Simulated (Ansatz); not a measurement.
# Sc3PbC (Pm-3m): phonons and vibrational spectra, part 2 of 2

Wanted: vibrations and spectra of Sc3PbC (Pm-3m); the cell is already relaxed. After the zone centre comes a 4×4×4 q mesh on a 8×8×8 k mesh.

Ansatz 0.2.0; DFT PBEsol, scalar-relativistic, plane waves, PAW; PAW set soft_1.

So far. Step 2 (Modes at Γ): Before it was imposed, the acoustic sum rule was missed by 2.6e-5 eV/Å². Small misses are needed for a sound result but don't prove that mesh and cutoff are converged. The lowest optical mode is real, 126 cm⁻¹.

### Step 3. Response at finite wavevector (continued)

The phonon density of states has structure finer than the step of the table below, so its rows give means over 20 cm⁻¹, whole bins alone (the curve runs from 2.5 to 548 cm⁻¹). Peaks (cm⁻¹: height): 82.5: 0.193, 147.5: 0.0905, 207.5: 0.0963, 267.5: 0.0968, 502.5: 0.139.

Tetrahedra on a 16×16×16 mesh, mean over bins of 5 cm-1. Interpolated from a 4×4×4 q mesh. Table of phonon density of states by wavenumber; means over each step:

```csv
wavenumber (cm⁻¹),phonon density of states (1/cm⁻¹/cell)
20,6.3e-4
40,0.00361
60,0.0166
80,0.118
100,0.0111
120,0.00979
140,0.0559
160,0.0541
180,0.0473
200,0.0536
220,0.0745
240,0.0231
260,0.0662
280,0.0223
300,0.0147
320,0.0168
340,0.00982
360,0.00174
380,1.2e-5
400,0
420,0
440,0
460,0
480,5.8e-4
500,0.0808
520,0.0570
```

The partial phonon density of states has structure finer than the step of the table below, so its rows give means over 25 cm⁻¹, whole bins alone (the curve runs from -10 to 573 cm⁻¹). Peaks (cm⁻¹: height): C 503.1: 0.100; Pb 81.6: 0.154; Sc 147.6: 0.0725, 209.9: 0.0866, 264.9: 0.0802, 499.4: 0.0142.

Phonopy on the run's constants, 13x13x13 mesh, Gaussian sigma 4.2 cm-1. Interpolated from a 4×4×4 q mesh. Table of partial phonon density of states by wavenumber; means over each step; values in 1/cm⁻¹/cell:

```csv
wavenumber (cm⁻¹),C,Pb,Sc
25,3.4e-5,7.7e-4,4.0e-4
50,1.3e-4,0.00620,0.00177
75,1.6e-4,0.0828,0.00515
100,9.3e-6,0.0218,0.00108
125,2.4e-4,0.00172,0.0176
150,0.00119,0.00366,0.0582
175,5.7e-4,8.1e-4,0.0447
200,3.6e-4,0.00105,0.0550
225,7.2e-4,8.9e-4,0.0560
250,0.00298,6.7e-5,0.0371
275,0.00160,1.7e-5,0.0397
300,4.0e-4,2.9e-6,0.0138
325,4.0e-4,0,0.0154
350,9.7e-5,0,0.00478
375,1.5e-6,0,2.7e-4
400,0,0,0
425,0,0,0
450,0,0,0
475,4.0e-4,0,6.7e-5
500,0.0637,1.2e-5,0.00775
525,0.0434,7.2e-6,0.00101
550,0.00367,0,2.8e-5
```

Harmonic thermodynamic functions per atom, from the density of states. Interpolated from a 4×4×4 q mesh. Thermodynamic functions, by row:

```csv
T (K),F_vib (meV/atom),S (J/mol-atom/K),C_V (J/mol-atom/K)
0,45.76,0,0
50,45.41,2.374,5.106
100,42.71,8.202,12.04
200,28.36,19.03,18.91
300,4.16,27.3,21.69
400,-27.6,33.74,22.96
500,-65.36,38.94,23.62
600,-108,43.28,24
700,-154.9,47,24.24
800,-205.3,50.25,24.4
900,-258.9,53.13,24.51
1000,-315.3,55.72,24.59
```

Harmonic mean-square displacement, third of the trace. Interpolated from a 4×4×4 q mesh. Mean square displacements, by row:

```csv
T (K),Sc1 U_eq (Å²),Sc2 U_eq (Å²),Sc3 U_eq (Å²),Pb4 U_eq (Å²),C5 U_eq (Å²)
0,0.00193,0.00193,0.00193,0.00101,0.00306
100,0.00242,0.00242,0.00242,0.00203,0.00327
300,0.00521,0.00521,0.00521,0.00558,0.00463
600,0.00999,0.00999,0.00999,0.01107,0.00775
```

Symmetry leaves 10 wavevectors to solve. The lowest mode among them, the acoustic zeros apart, lies at q = (0, 0, 0.25) and is real, 57.2 cm⁻¹.

### Step 4. Another isotope, element C, natural mass 12.011 amu

An isotope changes the mass and not the force constants, so no new electronic calculation is needed; the shifts show which modes move this element.

The same force constants with the mass of C changed from 12.011 to 13.003 u (phonopy, no LO-TO term). Both lists are sorted by frequency; levels can cross, so a row need not hold one and the same mode. Modes under 3 cm⁻¹ are left out. Isotope shifts, by row, the first 40 of 57 rows:

```csv
q,rank,natural mass (cm⁻¹),changed mass (cm⁻¹)
0 0 0,4,126.1,125.9
0 0 0,5,126.1,125.9
0 0 0,6,126.1,125.9
0 0 0,7,219.3,219.3
0 0 0,8,219.3,219.3
0 0 0,9,219.3,219.3
0 0 0,10,271,270.3
0 0 0,11,271,270.3
0 0 0,12,271,270.3
0 0 0,13,502.3,485.5
0 0 0,14,502.3,485.5
0 0 0,15,502.3,485.5
0 0 0.25,1,57.18,57.14
0 0 0.25,2,57.18,57.14
0 0 0.25,3,76.91,76.89
0 0 0.25,4,135,134.7
0 0 0.25,5,135,134.7
0 0 0.25,6,166.6,166.5
0 0 0.25,7,197.8,197.8
0 0 0.25,8,211.4,211.4
0 0 0.25,9,211.4,211.4
0 0 0.25,10,263.2,262.4
0 0 0.25,11,263.2,262.4
0 0 0.25,12,283,282.6
0 0 0.25,13,498,481.5
0 0 0.25,14,498,481.5
0 0 0.25,15,512,493.3
0 0 -0.5,1,79.68,79.68
0 0 -0.5,2,79.68,79.68
0 0 -0.5,3,92.06,92.06
0 0 -0.5,4,147.8,147.4
0 0 -0.5,5,147.8,147.4
0 0 -0.5,6,171.8,171.8
0 0 -0.5,7,193.9,193.9
0 0 -0.5,8,202.9,202.9
0 0 -0.5,9,202.9,202.9
0 0 -0.5,10,254,253.1
0 0 -0.5,11,254,253.1
0 0 -0.5,12,301.6,301.6
0 0 -0.5,13,492,475.9
```

A mode of this element alone would shift by -3.89 %. The highest zone-centre frequency without the field goes from 502.3 to 485.5 cm⁻¹ (-3.4 %). The product of the frequency ratios over all optical modes at Γ is 0.891; the product rule, (m/m′)^(3k/2) (M′/M)^(3/2) with k = 1 such atoms and M the mass of the cell, gives 0.891.

### Step 5. Another isotope, element Pb, natural mass 207.2 amu

The same for Pb, from 207.20 to 203.97 u.

A mode of this element alone would shift by +0.79 %. The highest zone-centre frequency without the field goes from 502.3 to 502.3 cm⁻¹ (+0.0 %). The product of the frequency ratios over all optical modes at Γ is 1.010; the product rule, (m/m′)^(3k/2) (M′/M)^(3/2) with k = 1 such atoms and M the mass of the cell, gives 1.010.

### Step 6. Summary of results

```yaml
space_group_within_0p01_a: Pm-3m
volume_per_atom: 18.3 Å³
electronic_character: no gap on this mesh
highest_optical_mode_at_the_zone_centre_no_lo_to_term: 502 cm⁻¹
lowest_optical_zone_centre_mode: 126 cm⁻¹
lowest_mode_on_the_q_mesh_acoustic_modes_at_gamma_apart: 57.2 cm⁻¹
highest_frequency_on_the_path_or_at_a_solved_wavevector: 548 cm⁻¹
zero_point_energy_per_atom: 45.8 meV
heat_capacity_at_300_k: 21.7 J/(mol atoms K)
vibrational_entropy_at_300_k: 27.3 J/(mol atoms K)
debye_temperature_second_moment: 534 K
imaginary_modes_on_the_4x4x4_q_mesh: none
```

In words: The structure is a minimum as far as tested: no mode is imaginary at the 10 irreducible wavevectors of the 4×4×4 mesh, and the softest away from the acoustic zeros lies at 57 cm⁻¹. The optical modes at Γ span 126 to 502 cm⁻¹. The highest mode in this list at Γ, 502.3 cm⁻¹, is mostly motion of C (87 % of the kinetic energy). On the path and the mesh, the widest gap between branches runs from 368 to 492 cm⁻¹. With no gap, or one that is small against the smearing, the frequencies hang on the k mesh and the smearing, most of all near Kohn anomalies. The phonon runs are without spin polarisation, although the cell has an odd electron count. Spin-orbit coupling is left out, which can matter for the heavy elements here. The PAW files were made for PBE and serve the other functionals too. These are harmonic frequencies at zero temperature: anharmonic shifts, linewidths and thermal expansion are left out.

[Logs are printed without paths, hosts, clocks, repeated set-up lines and the standing remarks that a program may print on its own settings, such as how far it seeks lower states.]

[Hosts, paths, dates, database ids (printed as entryN), source tags and the programs' standing remarks are cut or masked in the printed files.]
